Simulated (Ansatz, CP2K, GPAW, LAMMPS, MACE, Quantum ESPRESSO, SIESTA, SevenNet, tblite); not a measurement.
# Amorphous 63SiO2-37Rb2O (mol %) (105 atoms) in Quantum ESPRESSO

Wanted: Quantum ESPRESSO inputs and outputs for amorphous 63SiO2-37Rb2O (mol %) (105 atoms), checked against a plane-wave reference.

Calculated with Quantum ESPRESSO 7.5; the method is named at each step.

**1. The starting structure**

The cell holds 105 atoms: 22 Si, 26 Rb and 57 O. Its edges and angles: a = 12.074 Å, b = 12.074 Å, c = 12.074 Å, α = 90.0°, β = 90.0°, γ = 90.0°. 105 atoms (22 Si, 26 K, 57 O) placed at random at 2.46 g/cm³, melted at 5000 K for 10 ps at fixed volume with the Morse and Coulomb pair potential with partial charges (Pedone, Malavasi, Menziani, Cormack and Segre, J. Phys. Chem. B 110, 11780 (2006)). Quenched from 5000 K to 300 K at 1000 K/ps and fixed volume, held 10 ps at zero pressure, then minimised at fixed cell. Then K was replaced by Rb and the cell scaled by 1.013 (the potential has no terms for the new elements, so the cell is a start for a DFT relaxation).

The yardstick, on the same geometry:

```
method                                           : Kohn-Sham DFT, PBE, PAW, plane waves (Ansatz 0.2.0); cutoff 420 eV, Γ point, fermi-dirac smearing of 0.05 eV; PAW set soft_2
r.m.s. force component                           : 0.6148 eV/Å
longest force                                    : 2.268 eV/Å
pressure                                         : 4.895 GPa
gap (highest filled to lowest empty level) : 2.875 eV
SCF cycles                                       : 9
time                                             : 34 s on 4 threads of Arm Neoverse V1, shared host
CPU time                                         : 2.2 min
```

**2. PBE, sssp-1.3.0-efficiency, 60/480 Ry**

Method: Kohn-Sham DFT, PBE, SSSP efficiency 1.3.0 pseudopotentials, plane waves.

Contents of pw.in:

```
&control
  calculation = 'scf'
  pseudo_dir = './pseudo'
  outdir = './tmp'
  disk_io = 'none'
  tprnfor = .true.
  tstress = .true.
/
&system
  ibrav = 0
  nat = 105
  ntyp = 3
  ecutwfc = 60
  ecutrho = 480
  nosym = .true.
  occupations = 'smearing'
  smearing = 'fd'
  degauss = 0.003675
/
&electrons
  conv_thr = 5.3e-07
  electron_maxstep = 100
  mixing_beta = 0.4
  mixing_mode = 'plain'
  diagonalization = 'david'
/
ATOMIC_SPECIES
Si 28.085 Si.upf
Rb 85.468 Rb.upf
O 15.999 O.upf
CELL_PARAMETERS angstrom
12.07362 0.00000 0.00000
0.00000 12.07362 0.00000
0.00000 0.00000 12.07362
ATOMIC_POSITIONS crystal
Si 0.06726 0.60014 0.80893
Si 0.86785 0.73298 0.26132
Si 0.78584 0.58331 0.47052
Si 0.53605 0.31767 0.91874
Si 0.33370 0.05243 0.66834
Si 0.03017 0.63611 0.55050
Si 0.61380 0.63325 0.67689
Si 0.02831 0.19770 0.42437
Si 0.23605 0.11488 0.26815
Si 0.49035 0.12833 0.35591
Si 0.57812 0.92966 0.93462
Si 0.43272 0.82008 0.74512
Si 0.82714 0.69351 0.82426
Si 0.91317 0.85654 0.62733
Si 0.71571 0.74222 0.05352
Si 0.05515 0.20413 0.89001
Si 0.63490 0.48698 0.07969
Si 0.23204 0.78308 0.88118
Si 0.29969 0.25483 0.81885
Si 0.58429 0.12537 0.09767
Si 0.23118 0.59322 0.37008
Si 0.06773 0.06648 0.65558
Rb 0.63768 0.82344 0.44380
Rb 0.95707 0.49308 0.03561
Rb 0.74863 0.25508 0.49832
Rb 0.28056 0.06664 0.00857
Rb 0.88716 0.24346 0.11860
Rb 0.12034 0.88751 0.40312
Rb 0.98682 0.02581 0.18136
Rb 0.50013 0.31528 0.62481
Rb 0.13543 0.75638 0.17169
Rb 0.78824 0.15378 0.89425
Rb 0.37715 0.36643 0.25733
Rb 0.70771 0.30852 0.27262
Rb 0.37204 0.54041 0.88049
Rb 0.28734 0.29778 0.48944
Rb 0.31055 0.53339 0.65046
Rb 0.05991 0.36595 0.67354
Rb 0.36101 0.90290 0.43802
Rb 0.98498 0.91555 0.90721
Rb 0.98407 0.45971 0.31316
Rb 0.19421 0.40020 0.06664
Rb 0.77994 0.00285 0.33883
Rb 0.62346 0.01845 0.62963
Rb 0.39196 0.87259 0.13974
Rb 0.38638 0.62116 0.15612
Rb 0.78454 0.41796 0.84444
Rb 0.53380 0.47066 0.41215
O 0.11734 0.61251 0.45297
O 0.71300 0.10619 0.11221
O 0.96954 0.30464 0.89135
O 0.48270 0.87064 0.85881
O 0.68860 0.62890 0.55964
O 0.27589 0.32126 0.70943
O 0.93848 0.83808 0.29416
O 0.21473 0.91040 0.87399
[... 45 atom lines left out ...]
O 0.12981 0.13608 0.35391
O 0.07814 0.59532 0.67171
O 0.02057 0.12706 0.54348
O 0.53622 0.53082 0.68744
K_POINTS gamma
```

Started as:

```
> OMP_NUM_THREADS=1 mpirun -np 2 pw.x -in pw.in > output.txt
```

The program printed:

```text
Program PWSCF
     gamma-point specific algorithms are used
     Parallelization info
     sticks:   dense  smooth     PW     G-vecs:    dense   smooth      PW
     Min        9939    4970   1237              1054929   372830   46581
     Max        9946    4971   1240              1054930   372831   46584
     Sum       19885    9941   2477              2109859   745661   93165
     bravais-lattice index     =            0
     lattice parameter (alat)  =      22.8158  a.u.
     unit-cell volume          =   11877.0644 (a.u.)^3
     number of atoms/cell      =          105
     number of atomic types    =            3
     number of electrons       =       664.00
     number of Kohn-Sham states=          398
     kinetic-energy cutoff     =      60.0000  Ry
     charge density cutoff     =     480.0000  Ry
     scf convergence threshold =      5.3E-07
     mixing beta               =       0.4000
     number of iterations used =            8  plain     mixing
     Exchange-correlation= SLA  PW   PBX  PBC
                           (   1   4   3   4   0   0   0)
     crystal axes: (cart. coord. in units of alat)
               a(1) = (   1.000000   0.000000   0.000000 )
               a(2) = (   0.000000   1.000000   0.000000 )
               a(3) = (   0.000000   0.000000   1.000000 )
     reciprocal axes: (cart. coord. in units 2 pi/alat)
               b(1) = (  1.000000  0.000000  0.000000 )
               b(2) = (  0.000000  1.000000  0.000000 )
               b(3) = (  0.000000  0.000000  1.000000 )
     PseudoPot. # 1 for Si:
     Pseudo is Ultrasoft + core correction, Zval =  4.0
     PseudoPot. # 2 for Rb:
     Pseudo is Norm-conserving, Zval =  9.0
     PseudoPot. # 3 for O :
     Pseudo is Projector augmented-wave + core cor, Zval =  6.0
     atomic species   valence    mass     pseudopotential
     Si                4.00    28.08500     Si( 1.00)
     Rb                9.00    85.46800     Rb( 1.00)
     O                 6.00    15.99900     O ( 1.00)
     No symmetry found
   Cartesian axes
     number of k points=     1  Fermi-Dirac smearing, width (Ry)=  0.0037
                       cart. coord. in units 2pi/alat
        k(    1) = (   0.0000000   0.0000000   0.0000000), wk =   2.0000000
     Dense  grid:  1054930 G-vectors     FFT dimensions: ( 160, 160, 160)
     Smooth grid:   372831 G-vectors     FFT dimensions: ( 120, 120, 120)
     Initial potential from superposition of free atoms
     starting charge     663.3437, renormalised to     664.0000
     Starting wfcs are  446 randomized atomic wfcs
     Self-consistent Calculation
     iteration #  1     ecut=    60.00 Ry     beta= 0.40
     total energy              =   -3900.91817023 Ry
     estimated scf accuracy    <      27.92356430 Ry
     iteration #  2     ecut=    60.00 Ry     beta= 0.40
     total energy              =   -3907.56864728 Ry
     estimated scf accuracy    <       1.39412183 Ry
     iteration #  3     ecut=    60.00 Ry     beta= 0.40
     total energy              =   -3907.64380550 Ry
     estimated scf accuracy    <       0.44577449 Ry
     iteration #  4     ecut=    60.00 Ry     beta= 0.40
     total energy              =   -3907.68915622 Ry
     estimated scf accuracy    <       0.07165611 Ry
     iteration #  5     ecut=    60.00 Ry     beta= 0.40
     total energy              =   -3907.68810491 Ry
     estimated scf accuracy    <       0.01713051 Ry
     iteration #  6     ecut=    60.00 Ry     beta= 0.40
     total energy              =   -3907.69054804 Ry
     estimated scf accuracy    <       0.00100765 Ry
     iteration #  7     ecut=    60.00 Ry     beta= 0.40
     total energy              =   -3907.69083388 Ry
     estimated scf accuracy    <       0.00067785 Ry
     iteration #  8     ecut=    60.00 Ry     beta= 0.40
     total energy              =   -3907.69092236 Ry
     estimated scf accuracy    <       0.00004421 Ry
     iteration #  9     ecut=    60.00 Ry     beta= 0.40
     total energy              =   -3907.69093984 Ry
     estimated scf accuracy    <       0.00004623 Ry
     iteration # 10     ecut=    60.00 Ry     beta= 0.40
     total energy              =   -3907.69094818 Ry
     estimated scf accuracy    <       0.00000082 Ry
     iteration # 11     ecut=    60.00 Ry     beta= 0.40
     total energy              =   -3907.69094883 Ry
     estimated scf accuracy    <       0.00000110 Ry
     iteration # 12     ecut=    60.00 Ry     beta= 0.40
     End of self-consistent calculation
          k = 0.0000 0.0000 0.0000 ( 46583 PWs)   bands (ev):
   -21.9300 -21.2565 -21.2400 -21.2218 -21.1838 -20.9929 -20.9294 -20.8973
   -20.8535 -20.8118 -20.7845 -20.7675 -20.7543 -20.6186 -20.5502 -20.5439
   -20.4625 -20.4466 -20.3520 -20.2603 -20.1842 -20.1160 -20.0014 -19.9514
   -19.8830 -19.3987 -15.7544 -15.3848 -15.3484 -15.2630 -15.1232 -15.0584
   -15.0335 -14.7323 -14.6180 -14.5587 -14.4869 -14.4380 -14.2707 -14.2439
   -14.2129 -14.1905 -14.1326 -14.0920 -14.0601 -13.9802 -13.9420 -13.8613
   -13.7782 -13.7159 -13.6557 -13.5778 -13.5286 -13.4873 -13.3816 -13.3604
   -13.1110 -12.3913 -12.3495 -12.3239 -12.1909 -12.1846 -12.1784 -12.1665
   -11.9989 -11.9384 -11.9317 -11.8531 -11.8276 -11.8116 -11.7402 -11.6333
   -11.5620 -11.5133 -11.4474 -11.4207 -11.2044 -11.1881 -11.1212 -11.0669
   -11.0498 -10.9192 -10.7685  -6.7506  -6.2884  -6.1865  -6.1523  -6.0975
    -6.0834  -6.0381  -5.9671  -5.8882  -5.8223  -5.7615  -5.7109  -5.6365
[...]
10.8556  10.9170  10.9473  10.9752  11.0042  11.0325  11.0616  11.0985
    11.1663  11.1944  11.2339  11.2747  11.3039  11.3732  11.3952  11.4668
    11.5039  11.5371  11.5842  11.6230  11.6897  11.7128  11.7500  11.7726
    11.7985  11.8605  11.9017  11.9232  11.9681  11.9780  12.0463  12.0592
    12.0748  12.0971  12.1505  12.1967  12.2091  12.2713  12.3037  12.3380
    12.3645  12.3781  12.4262  12.4403  12.4768  12.5016
     the Fermi energy is     6.6350 ev
!    total energy              =   -3907.69094909 Ry
     estimated scf accuracy    <       0.00000001 Ry
     smearing contrib. (-TS)   =      -0.00000000 Ry
     internal energy E=F+TS    =   -3907.69094909 Ry
     The total energy is F=E-TS. E is the sum of the following terms:
     one-electron contribution =   -1399.09001513 Ry
     hartree contribution      =    1037.03255713 Ry
     xc contribution           =    -767.31845765 Ry
     ewald contribution        =   -2236.63471930 Ry
     one-center paw contrib.   =    -541.68031413 Ry
     convergence has been achieved in  12 iterations
     Forces acting on atoms (cartesian axes, Ry/au):
     atom    1 type  1   force =     0.00240931    0.07303009   -0.01420273
     atom    2 type  1   force =     0.02420346   -0.05526002   -0.01891742
     atom    3 type  1   force =     0.03166551    0.04387773    0.00954287
     atom    4 type  1   force =     0.02794093   -0.03542325    0.03620661
     atom    5 type  1   force =    -0.02338257    0.03811934    0.03210914
     atom    6 type  1   force =    -0.04436144    0.04406633    0.02685869
     atom    7 type  1   force =     0.03011855    0.01220835    0.00754240
     atom    8 type  1   force =     0.03954030    0.01521443    0.00206510
     atom    9 type  1   force =     0.00361165    0.01546130    0.00140663
     atom   10 type  1   force =    -0.00155606   -0.01875742   -0.06736764
     atom   11 type  1   force =     0.05235401    0.01680769   -0.03377815
     atom   12 type  1   force =    -0.01187513   -0.00317655    0.06794912
[...]
atom  101 type  3   force =    -0.01304319   -0.04449064    0.00135547
     atom  102 type  3   force =     0.00168045   -0.02685643    0.01275351
     atom  103 type  3   force =     0.00931528   -0.01348085   -0.02247320
     atom  104 type  3   force =    -0.01560633   -0.02266688    0.02077360
     atom  105 type  3   force =    -0.02093017   -0.03674767    0.00143380
     Total force =     0.435178     Total SCF correction =     0.000160
     Computing stress (Cartesian axis) and pressure
          total   stress  (Ry/bohr**3)                   (kbar)     P=       50.21
   0.00023266   0.00004376   0.00003955           34.23        6.44        5.82
   0.00004376   0.00045228  -0.00007017            6.44       66.53      -10.32
   0.00003955  -0.00007017   0.00033910            5.82      -10.32       49.88
     Message from routine punch:
     Nothing written, as per user request (disk_io='none')
```

The job ended after 12 min (2 MPI ranks of Arm Neoverse V1, shared host; peak memory 5.6 GiB).

Banners, paths, timers and routine set-up lines are dropped from the logs unmarked, and long logs keep their key lines alone; longer cuts are marked.

Numbers from this run, and their distance from the reference:

| Property | Result |
| --- | --- |
| r.m.s. force component | 0.6304 eV/Å |
| r.m.s. difference of force components | 31.7 meV/Å |
| longest difference of force vectors | 116 meV/Å |
| force difference over r.m.s. force | 5.157 % |
| slope of forces against the reference's | 1.024 |
| correlation of force components | 0.999 |
| gap (highest filled to lowest empty level) | 2.876 eV |
| gap difference | 0.001 eV |
| pressure | 5.021 GPa |
| pressure difference | 0.1265 GPa |

Length of the force difference by element (eV/Å):

| element | atoms | mean | most |
| --- | --- | --- | --- |
| O | 57 | 0.055 | 0.12 |
| Rb | 26 | 0.0065 | 0.018 |
| Si | 22 | 0.052 | 0.075 |

Levels nearest the highest filled one (eV from it): -0.63, -0.59, -0.56, -0.53, -0.49, -0.47, -0.40, -0.31, -0.28, -0.21, -0.11, 0.00, 2.88, 3.52, 3.91, 4.20, 4.43, 4.53, 4.69, 4.82, 4.90, 5.02, 5.03, 5.12.

Local excerpt of 11 atoms (numbers count through the whole input) about Si5, picked at random; x, y, z are measured from there.

| atom | x | y | z | distance (Å) | bonds | Fx | Fy | Fz (eV/Å) |
| --- | --- | --- | --- | --- | --- | --- | --- | --- |
| Si5 | 0.00 | 0.00 | 0.00 | 0.00 | 4 | -0.60 | 0.98 | 0.83 |
| O77 | 0.83 | 0.78 | -1.07 | 1.56 | 5 | 0.62 | 0.04 | -0.94 |
| O100 | 0.06 | 0.90 | 1.39 | 1.65 | 3 | 0.11 | -0.27 | 1.14 |
| O79 | -1.61 | -0.12 | -0.39 | 1.66 | 2 | -0.35 | -0.67 | -0.30 |
| O85 | 0.67 | -1.54 | 0.06 | 1.68 | 4 | 0.10 | -0.12 | -0.60 |
| Si19 | -0.41 | 2.44 | 1.82 | 3.07 | 4 | -0.04 | -1.40 | -1.75 |
| Si12 | 1.20 | -2.81 | 0.93 | 3.19 | 4 | -0.31 | -0.08 | 1.75 |
| Si22 | -3.21 | 0.17 | -0.15 | 3.22 | 4 | 0.75 | 0.60 | -0.49 |
| Rb39 | 0.33 | -1.81 | -2.78 | 3.33 | 6 | 0.57 | 0.13 | 0.30 |
| O56 | -1.44 | -1.71 | 2.48 | 3.34 | 3 | -0.66 | 1.33 | -0.02 |
| O54 | -0.70 | 3.25 | 0.50 | 3.36 | 5 | 0.12 | 1.02 | -0.52 |

Forces lie 5.2 % from the reference's, at 11 times its CPU time (on 2 against 4 cores).

**3. Results**

```yaml
force_difference_from_the_reference: QE PBE, sssp-1.3.0-efficiency, 60/480 Ry, 5.2 %
its_cpu_time: 24 min
```

In words: PBE on plane waves or a grid with other potentials, cutoffs or grids differs from the reference by 5.2 % (QE PBE, sssp-1.3.0-efficiency, 60/480 Ry) of the r.m.s. force; this holds the reference's own error, so differences of a few per cent don't tell which side is nearer the exact PBE result (QE's 60 Ry are 816 eV, against the reference's 420 eV). PBE gaps agree with the reference's 2.88 eV within 0.002 eV. The quench rate of 1000 K/ps is many orders above laboratory rates, so the cell is likely richer in defects and strain than a real sample. The network of bonds at the start is that of the classical potential that made the cell, and needn't be the one that DFT or experiment would give. The reference's stress is far from hydrostatic: its diagonal is 3.3, 6.5, 4.9 GPa, compression counted positive. The reference's pressure of 4.9 GPa belongs to a cell and atoms that aren't relaxed at this level. The electronic-structure runs sample only Γ, in a cell whose shortest periodic width is 12 Å.

[Also dropped from logs without a mark: logging warnings of Python, and SIESTA's first energy breakdown and zero terms.]

[Logs are printed without paths, hosts, clocks, repeated set-up lines and the standing remarks that a program may print on its own settings, such as how far it seeks lower states.]

[Hosts, paths, dates, database ids (printed as entryN), source tags and the programs' standing remarks are cut or masked in the printed files.]
